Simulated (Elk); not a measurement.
**How La2O3 absorbs and reflects light**

Wanted: where La2O3 starts to absorb, how strongly, and its refractive index.

Main program and level: Elk 11.2.3 (patched build); DFT, LDA, all-electron APW+lo, Dirac cores, scalar-relativistic bands, independent-particle optical response without local fields.

## 1. Set-up

It takes space group P-3m1 (No. 164, trigonal). Conventional cell: a = 3.931 Å, b = 3.931 Å, c = 6.112 Å, α = 90.00°, β = 90.00°, γ = 120.00°. La has 7 O at 2.36 to 2.72 Å nearest. Nearest to O lie 6 La at 2.72 Å. Nearest to O lie 4 La at 2.36 to 2.44 Å. Farther neighbours and most contacts between anions are not listed.

## 2. Ground state

The self-consistent density comes first; it also tells whether there is a gap, which decides the occupations and the need for a Drude term.

This step: DFT, LDA, all-electron APW+lo, Dirac cores, scalar-relativistic bands, ground state (Elk 11.2.3 (patched build)).

File elk.in:

```
tasks
  0
  120

xctype
  3

nempty
  8

lorbcnd
  .true.

rgkmax
  7.0

swidth
  0.0018375

maxscl
  100

epsengy
  1e-05

sppath
  './'

avec
  7.428093646177 0.000000000000 0.000000000000
  -3.714046823089 6.432917799279 0.000000000000
  0.000000000000 0.000000000000 11.549918239242

atoms
  2
  'La.in'
  2
  0.333333333333 0.666666666667 0.246235680000   0.000 0.000 0.000
  0.666666666667 0.333333333333 0.753764320000   0.000 0.000 0.000
  'O.in'
  3
  0.000000000000 0.000000000000 0.000000000000   0.000 0.000 0.000
  0.333333333333 0.666666666667 0.645890650000   0.000 0.000 0.000
  0.666666666667 0.333333333333 0.354109350000   0.000 0.000 0.000

ngridk
  9 9 4
```

On the command line:

```
$ OMP_NUM_THREADS=4 elk
```

Numbers of over 12 decimals in the logs are rounded to 6 here.

The program printed:

```text
┌─────────────────────────┐
│ Elk code version 11.2.3 │
└─────────────────────────┘

All units are atomic (Hartree, Bohr, etc.)

┌─────────────────────────────────────────────────┐
│ Ground-state run starting from atomic densities │
└─────────────────────────────────────────────────┘

Lattice vectors :
   7.428093646       0.000000000       0.000000000
  -3.714046823       6.432917799       0.000000000
   0.000000000       0.000000000       11.54991824

Reciprocal lattice vectors :
  0.8458678103      0.4883620080      -0.000000000
   0.000000000      0.9767240159       0.000000000
   0.000000000      -0.000000000      0.5440025788

Unit cell volume      :    551.9049410
Brillouin zone volume :   0.4494437267

Muffin-tin inner radius fraction :   0.1000000000E-01

Nuclei treated as point charges

Species : 1 (La)
 parameters loaded from : La.in
 name : lanthanum
 nuclear charge    :   -57.00000000
 electronic charge :    57.00000000
 atomic mass :    253209.2366
 muffin-tin radius :    2.687957916
 number of radial points in muffin-tin :    697
 inner part over the whole radius :   0.9925517426E-02
 number on inner part of muffin-tin    :    498
 approximate nuclear radius :   0.9226798129E-04
 number of mesh points to nuclear radius :    254
 atomic positions (lattice), magnetic fields (Cartesian) :
  1 :   0.33333333  0.16666667  0.24623568    0.00000000  0.00000000  0.00000000
  2 :  -0.33333333 -0.16666667 -0.24623568    0.00000000  0.00000000  0.00000000

Species : 2 (O)
 parameters loaded from : O.in
 name : oxygen
 nuclear charge    :   -8.000000000
 electronic charge :    8.000000000
 atomic mass :    29165.12205
 muffin-tin radius :    1.727972946
 number of radial points in muffin-tin :    297
 inner part over the whole radius :   0.9838823818E-02
 number on inner part of muffin-tin    :    204
 approximate nuclear radius :   0.5115538663E-04
 number of mesh points to nuclear radius :     87
 atomic positions (lattice), magnetic fields (Cartesian) :
  1 :   0.00000000  0.50000000  0.00000000    0.00000000  0.00000000  0.00000000
  2 :   0.33333333  0.16666667 -0.35410935    0.00000000  0.00000000  0.00000000
  3 :  -0.33333333 -0.16666667  0.35410935    0.00000000  0.00000000  0.00000000

Total number of atoms per unit cell :    5
Total muffin-tin volume :    227.5360848
 ratio of muffin-tin to unit cell volume :   0.4122740492

Spin treatment :
 spin-unpolarised

Number of Bravais lattice symmetries :   24
Number of crystal symmetries         :   12
Crystal has inversion symmetry
Real symmetric eigensolver will be used

k-point grid :      9     9     4
k-point offset :    0.000000000       0.000000000       0.000000000
k-point set is reduced with full crystal symmetry group
Total number of k-points :       43

Muffin-tin radius times maximum |G+k| :    7.000000000
 using average radius
Maximum |G+k| for APW functions       :    3.314445832
Maximum (1/2)|G+k|²                   :    5.492775586
Maximum |G| for potential and density :    12.00000000
Constant for pseudocharge density :    8
 order of it for each species :   15  15
 order of it for pair densities of each species (exact exchange by exxq0 0: 15) :   15   5
Radial integration step length :    1

G-vector grid sizes :     30    30    45
Number of G-vectors :    16071

Maximum angular momentum used for
 APW functions            :    8
 outer part of muffin-tin :    6
 inner part of muffin-tin :    2

Total nuclear charge    :   -138.0000000
Total core charge       :    98.00000000
Total valence charge    :    40.00000000
Total excess charge     :    0.000000000
Total electronic charge :    138.0000000

Effective Wigner radius, rₛ :   0.9846884915

Number of empty states         :     40
Total number of valence states :     61
Total number of core states    :     98

Conduction state local-orbitals added automatically
Third-order local-orbitals added for an l without core states : F
Total number of local-orbitals :    286

Exchange-correlation functional :      3     0     0
 Perdew-Wang/Ceperley-Alder, Phys. Rev. B 45, 13244 (1992)
 gradient requirement :    0
 local density approximation (LDA)

Smearing type :    3
 Fermi-Dirac
Smearing width :   0.1837500000E-02
Effective electronic temperature (K) :    580.2366081

Mixing type :    3
 Broyden mixing, J. Phys. A: Math. Gen. 17, L317 (1984)

Kohn-Sham potential initialised from atomic data

┌──────────────────────────────┐
│ Self-consistent loop started │
└──────────────────────────────┘

┌─────────────────┐
│ Loop number : 1 │
└─────────────────┘

Energies :
 Fermi                       :     0.34991143086974E-01
 sum of occupied eigenvalues :     -10603.003585090
 electron kinetic            :      18394.889749860
 core electron kinetic       :      18231.401851826
 Coulomb                     :     -35182.387376687
 Coulomb potential           :     -28422.710112524
 nuclear-nuclear             :     -1608.0814183038
 electron-nuclear            :     -38754.002341864
 Hartree                     :      5179.6963834805
 Madelung                    :     -20971.032320425
 xc potential                :     -575.18322242627
 exchange                    :     -407.83588273888
 correlation                 :     -12.787794481281
 electron entropic           :    -0.44670928406295E-11
 total energy                :     -17208.121304047

Density of states at Fermi energy :   0.5440348023E-07
 (states/Hartree/unit cell)

Estimated indirect band gap :   0.2226072873
 from k-point 40 to k-point 12
Estimated direct band gap   :   0.2290949040
 at k-point 12

Charges :
 core                        :    98.00000000
 valence                     :    40.00000000
 interstitial                :    5.698649068
 muffin-tins (core leakage)
  species : 1 (La)
   atom 1                    :    54.06004835     (  0.4225764388E-03)
   atom 2                    :    54.06004835     (  0.4225764388E-03)
  species : 2 (O)
   atom 1                    :    7.937986325     ( -0.4449790408E-05)
   atom 2                    :    8.121633958     ( -0.4449662693E-05)
   atom 3                    :    8.121633958     ( -0.4449662693E-05)
 total in muffin-tins        :    132.3013509
 total calculated charge     :    137.9959096
 total charge                :    138.0000000
 error                       :   0.4090359976E-02

┌─────────────────┐
│ Loop number : 2 │
└─────────────────┘

Energies :
 Fermi                       :     0.38910052160765E-01
 sum of occupied eigenvalues :     -10602.839704302
 electron kinetic            :      18391.953803796
 core electron kinetic       :      18229.712050201
 Coulomb                     :     -35182.357477913
 Coulomb potential           :     -28422.520584427
 nuclear-nuclear             :     -1608.0814183038
 electron-nuclear            :     -38754.127749826
 Hartree                     :      5179.8516902169
 Madelung                    :     -20971.097185700
 xc potential                :     -572.27292367058
 exchange                    :     -407.81169394249
 correlation                 :     -12.786712619058
 electron entropic           :    -0.44596643302175E-11
 total energy                :     -17211.002080679

Density of states at Fermi energy :   0.5438692876E-07
 (states/Hartree/unit cell)

Estimated indirect band gap :   0.2201350656
 from k-point 40 to k-point 12
Estimated direct band gap   :   0.2267546239
 at k-point 12

Charges :
 core                        :    98.00000000
 valence                     :    40.00000000
 interstitial                :    5.726807283
 muffin-tins (core leakage)
  species : 1 (La)
   atom 1                    :    54.06995106     (  0.4220982944E-03)
   atom 2                    :    54.06995106     (  0.4220982944E-03)
  species : 2 (O)
   atom 1                    :    7.922239396     ( -0.4449750379E-05)
   atom 2                    :    8.105525597     ( -0.4449613658E-05)
   atom 3                    :    8.105525597     ( -0.4449613658E-05)
 total in muffin-tins        :    132.2731927
 total calculated charge     :    137.9959258
 total charge                :    138.0000000
 error                       :   0.4074212183E-02

RMS change in Kohn-Sham potential (target) :   0.3484899503     (  0.1000000000E-05)
Absolute change in total energy (target)   :    2.880776632     (  0.1000000000E-04)

[... 15 loops left out ...]

┌──────────────────┐
│ Loop number : 18 │
└──────────────────┘

Energies :
 Fermi                       :     0.281867
 sum of occupied eigenvalues :     -10579.604236794
 electron kinetic            :      18392.742983182
 core electron kinetic       :      18231.439135665
 Coulomb                     :     -35180.357881221
 Coulomb potential           :     -28415.718170323
 nuclear-nuclear             :     -1608.0814183038
 electron-nuclear            :     -38756.744831146
 Hartree                     :      5184.4683682286
 Madelung                    :     -20972.498796060
 xc potential                :     -556.62904965382
 exchange                    :     -407.00126530743
 correlation                 :     -12.749776537465
 electron entropic           :    -0.43516238882219E-11
 total energy                :     -17207.365939884

Density of states at Fermi energy :   0.5439860468E-07
 (states/Hartree/unit cell)

Estimated indirect band gap :   0.1393818743
 from k-point 36 to k-point 12
Estimated direct band gap   :   0.1424905699
 at k-point 12

Charges :
 core                        :    98.00000000
 valence                     :    40.00000000
 interstitial                :    6.752780702
 muffin-tins (core leakage)
  species : 1 (La)
   atom 1                    :    54.42347530     (  0.4153974924E-03)
   atom 2                    :    54.42347530     (  0.4153974924E-03)
  species : 2 (O)
   atom 1                    :    7.386403702     ( -0.4449413281E-05)
   atom 2                    :    7.506932493     ( -0.4448976730E-05)
   atom 3                    :    7.506932493     ( -0.4448976730E-05)
 total in muffin-tins        :    131.2472193
 total calculated charge     :    137.9967347
 total charge                :    138.0000000
 error                       :   0.3265295837E-02

RMS change in Kohn-Sham potential (target) :   0.1937414654E-07 (  0.1000000000E-05)
Absolute change in total energy (target)   :   0.7968556019E-05 (  0.1000000000E-04)

Convergence targets achieved

┌──────────────────┐
│ Loop number : 19 │
└──────────────────┘

Energies :
 Fermi                       :     0.281867
 sum of occupied eigenvalues :     -10579.604240265
 electron kinetic            :      18392.742978940
 core electron kinetic       :      18231.439133023
 Coulomb                     :     -35180.357880290
 Coulomb potential           :     -28415.718169249
 nuclear-nuclear             :     -1608.0814183038
 electron-nuclear            :     -38756.744830281
 Hartree                     :      5184.4683682948
 Madelung                    :     -20972.498795665
 xc potential                :     -556.62904995538
 exchange                    :     -407.00126529883
 correlation                 :     -12.749776539097
 electron entropic           :    -0.43516250781194E-11
 total energy                :     -17207.365943187

Density of states at Fermi energy :   0.5439861314E-07
 (states/Hartree/unit cell)

Estimated indirect band gap :   0.1393819028
 from k-point 36 to k-point 12
Estimated direct band gap   :   0.1424905938
 at k-point 12

Charges :
 core                        :    98.00000000
 valence                     :    40.00000000
 interstitial                :    6.752780578
 muffin-tins (core leakage)
  species : 1 (La)
   atom 1                    :    54.42347532     (  0.4153974938E-03)
   atom 2                    :    54.42347532     (  0.4153974938E-03)
  species : 2 (O)
   atom 1                    :    7.386403768     ( -0.4449412996E-05)
   atom 2                    :    7.506932508     ( -0.4448976902E-05)
   atom 3                    :    7.506932508     ( -0.4448976902E-05)
 total in muffin-tins        :    131.2472194
 total calculated charge     :    137.9967347
 total charge                :    138.0000000
 error                       :   0.3265296098E-02

┌──────────────────────────────┐
│ Self-consistent loop stopped │
└──────────────────────────────┘

Warning : core states of species 1 leak from the muffin-tin :   0.4153974938E-03

Wrote STATE.OUT
```

The job ended after 28 s (4 threads of Arm Neoverse V2, shared host; peak memory 0.2 GiB).

Read-outs, printed or worked out from the files:

- total energy: -17207 Ha
- Fermi energy: 7.670 eV
- DOS at the Fermi level: 2.00e-9 states/eV/cell
- gap on the k-mesh: 3.793 eV
- direct gap on the mesh: 3.877 eV

There is a gap, 3.79 eV on this mesh (points off the mesh can give less), so no carriers' term is needed.

## 3. Independent particles

The spectrum is a sum over vertical transitions between filled and empty bands at the fixed density, so many empty bands are needed.

This step: DFT, LDA, all-electron APW+lo, Dirac cores, scalar-relativistic bands, independent-particle optical response without local fields (Elk 11.2.3 (patched build)).

Edit elk.in of step 2 so:

```diff
@@ -1,4 +1,7 @@
 tasks
-  0
-  120
+  121
+
+optcomp
+  1 1
+  3 3
 
@@ -17,9 +20,7 @@
 swidth
-  0.0018375
+  0.0055124
 
-maxscl
-  100
-
-epsengy
-  1e-05
+wplot
+  400 100 0
+  0.0 0.58799
```

On the command line:

```
$ OMP_NUM_THREADS=4 elk
```

The program printed:

```text
┌─────────────────────────────────┐
│ Elk code version 11.2.3 started │
└─────────────────────────────────┘

┌────────────────────┐
│ Current task : 121 │
└────────────────────┘
Info(checkmt): changed muffin-tin radius of species 1 (La) from   2.8000 to   2.6880
Info(checkmt): changed muffin-tin radius of species 2 (O) from   1.8000 to   1.7280

Info(findsymcrys): atomic basis shift (lattice) :
   0.000000000      0.5000000000       0.000000000
See GEOMETRY.OUT for new atomic positions

Info(dielectric):
 dielectric tensor written to EPSILON_ij.OUT
 optical conductivity written to SIGMA_ij.OUT
 for components
  i = 1, j = 1
  i = 3, j = 3

┌──────────────────┐
│ Elk code stopped │
└──────────────────┘
```

It took 1.9 s on 4 threads; peak memory 0.04 GiB.

Numbers from this step:

```
electronic dielectric constant ε∞, mean over x, y and z (by symmetry where fewer were run) : 4.833
centre of weight of the strongest loss peak in the window                                  : 13.07 eV
```

Sum at mesh points, not converged in k; values under the direct gap are tails of Lorentzian lines. Table of Im ε by photon energy; read off at these points:

| photon energy (eV) | E ∥ x | E ∥ z |
| --- | --- | --- |
| 0.00 | 0 | 0 |
| 0.50 | 0.0103 | 0.0103 |
| 1.00 | 0.0215 | 0.0215 |
| 1.50 | 0.0347 | 0.0347 |
| 2.00 | 0.0514 | 0.0515 |
| 2.50 | 0.0749 | 0.0752 |
| 3.00 | 0.113 | 0.113 |
| 3.50 | 0.188 | 0.191 |
| 4.00 | 0.469 | 0.502 |
| 4.50 | 1.90 | 1.88 |
| 5.00 | 3.37 | 2.66 |
| 5.50 | 3.84 | 4.34 |
| 6.00 | 4.70 | 5.74 |
| 6.50 | 6.70 | 7.45 |
| 6.72 | 7.40 | 7.39 |
| 7.00 | 6.88 | 6.13 |
| 7.50 | 6.16 | 5.94 |
| 8.00 | 4.90 | 4.48 |
| 8.50 | 4.55 | 3.98 |
| 9.00 | 5.28 | 5.13 |
| 9.36 | 5.94 | 6.26 |
| 9.50 | 6.57 | 5.75 |
| 9.92 | 7.24 | 5.71 |
| 10.00 | 7.02 | 5.59 |
| 10.50 | 4.00 | 2.72 |
| 11.00 | 2.60 | 1.56 |
| 11.50 | 1.99 | 1.21 |
| 12.00 | 1.45 | 0.812 |
| 12.50 | 1.04 | 0.710 |
| 13.00 | 0.694 | 0.492 |
| 13.50 | 0.703 | 0.512 |
| 14.00 | 0.883 | 0.645 |
| 14.50 | 0.922 | 0.947 |
| 15.00 | 0.959 | 0.919 |
| 15.50 | 1.26 | 1.40 |

Sum at mesh points, not converged in k. Table of reflectivity at normal incidence by photon energy; read off at these points:

| photon energy (eV) | E ∥ x (%) | E ∥ z (%) |
| --- | --- | --- |
| 0.00 | 14.1 | 13.9 |
| 0.50 | 14.2 | 13.9 |
| 1.00 | 14.4 | 14.1 |
| 1.50 | 14.7 | 14.4 |
| 2.00 | 15.1 | 14.9 |
| 2.50 | 15.8 | 15.5 |
| 3.00 | 16.7 | 16.5 |
| 3.50 | 18.1 | 17.9 |
| 4.00 | 20.6 | 20.3 |
| 4.50 | 22.7 | 22.1 |
| 5.00 | 25.1 | 24.6 |
| 5.50 | 23.8 | 25.9 |
| 6.00 | 25.5 | 27.5 |
| 6.50 | 29.3 | 30.8 |
| 6.72 | 30.6 | 31.2 |
| 6.76 | 30.6 | 31.2 |
| 7.00 | 29.6 | 28.9 |
| 7.50 | 29.1 | 28.5 |
| 8.00 | 24.8 | 25.1 |
| 8.50 | 22.8 | 20.5 |
| 9.00 | 25.6 | 25.5 |
| 9.50 | 30.6 | 32.8 |
| 10.00 | 40.8 | 38.7 |
| 10.44 | 44.5 | 50.4 |
| 10.50 | 44.6 | 50.2 |
| 10.60 | 44.9 | 49.8 |
| 11.00 | 44.0 | 41.8 |
| 11.50 | 36.7 | 35.0 |
| 12.00 | 35.7 | 24.8 |
| 12.50 | 28.0 | 11.3 |
| 13.00 | 18.1 | 2.99 |
| 13.50 | 5.88 | 1.43 |
| 14.00 | 4.63 | 2.21 |
| 14.50 | 4.08 | 4.40 |
| 15.00 | 4.04 | 4.57 |
| 15.50 | 6.26 | 7.22 |

Sum at mesh points, not converged in k; values under the direct gap are tails of Lorentzian lines. The loss function −Im 1/ε at q → 0 by energy loss; read off at these points:

| energy loss (eV) | E ∥ x | E ∥ z |
| --- | --- | --- |
| 0.00 | 0 | 0 |
| 0.50 | 4.3e-4 | 4.5e-4 |
| 1.00 | 8.9e-4 | 9.2e-4 |
| 1.50 | 0.00137 | 0.00142 |
| 2.00 | 0.00193 | 0.00199 |
| 2.50 | 0.00260 | 0.00269 |
| 3.00 | 0.00349 | 0.00361 |
| 3.50 | 0.00497 | 0.00517 |
| 4.00 | 0.00940 | 0.0103 |
| 4.50 | 0.0314 | 0.0331 |
| 5.00 | 0.0455 | 0.0367 |
| 5.50 | 0.0641 | 0.0583 |
| 6.00 | 0.0703 | 0.0756 |
| 6.50 | 0.0807 | 0.0992 |
| 7.00 | 0.116 | 0.147 |
| 7.50 | 0.148 | 0.153 |
| 8.00 | 0.179 | 0.212 |
| 8.50 | 0.178 | 0.198 |
| 9.00 | 0.162 | 0.171 |
| 9.50 | 0.142 | 0.174 |
| 10.00 | 0.138 | 0.170 |
| 10.50 | 0.188 | 0.201 |
| 11.00 | 0.254 | 0.394 |
| 11.50 | 0.381 | 0.600 |
| 12.00 | 0.505 | 1.14 |
| 12.50 | 0.834 | 1.28 |
| 12.68 | 0.905 | 1.39 |
| 13.00 | 1.44 | 0.751 |
| 13.50 | 0.931 | 0.347 |
| 14.00 | 0.616 | 0.302 |
| 14.50 | 0.487 | 0.244 |
| 15.00 | 0.407 | 0.214 |
| 15.50 | 0.443 | 0.232 |

Optical constants at common wavelengths, from n + ik = √ε:

| wavelength (nm) | n x | k x | R (%) x | 1/α x | n z | k z | R (%) z | 1/α z |
| --- | --- | --- | --- | --- | --- | --- | --- | --- |
| 1064 | 2.23 | 0.006 | 14.4 | 15 µm | 2.21 | 0.006 | 14.2 | 15 µm |
| 800 | 2.24 | 0.008 | 14.7 | 7.9 µm | 2.23 | 0.008 | 14.4 | 7.8 µm |
| 633 | 2.27 | 0.011 | 15.1 | 4.6 µm | 2.25 | 0.011 | 14.8 | 4.5 µm |
| 450 | 2.35 | 0.019 | 16.2 | 1.8 µm | 2.33 | 0.020 | 16.0 | 1.8 µm |
| 308 | 2.67 | 0.095 | 20.7 | 257 nm | 2.65 | 0.103 | 20.5 | 238 nm |
| 248 | 2.87 | 0.585 | 25.1 | 34 nm | 2.88 | 0.461 | 24.6 | 43 nm |
| 193 | 2.78 | 1.136 | 28.6 | 14 nm | 2.61 | 1.421 | 30.7 | 11 nm |

Below the direct gap, k and the depth come from the tails of the Lorentzian lines, not from transitions.

Rows near the edge hang on the gap, which this functional as a rule makes too small, and phonon-assisted absorption is left out.

## 4. What came out

```yaml
electronic_dielectric_constant_eps_infinity_mean_over_x_y_and_z_by_symmetry_where_fewer_were_run_independent_particles: 4.83
centre_of_weight_of_the_strongest_loss_peak_in_the_window_first_axis: 13.1 eV
```

In words: At this level (LDA, independent particles) La2O3 has a mean ε∞ = 4.83 and n = 2.21 at 1550 nm (E ∥ x). On the mesh the gap is 3.79 eV and the least direct gap 3.88 eV, so on this mesh the band edges lie at different points. The static values by axis are 4.86 (x), 4.78 (z). Excitons and phonon-assisted transitions are missing, and so are local fields; LDA gaps are as a rule too small, which pulls the onset down and ε∞ up. Spin-orbit coupling is left out although heavy atoms are present. The sum runs over mesh points 0.26 Å⁻¹ apart with no interpolation, so peaks are partly noise of the mesh and static values carry its error.

[Machine, clock and banner lines and Python warnings are left out of the logs.]

[Logs are printed without paths, hosts, clocks, repeated set-up lines and the standing remarks that a program may print on its own settings, such as how far it seeks lower states.]

[Hosts, paths, dates, database ids (printed as entryN), source tags and the programs' standing remarks are cut or masked in the printed files.]
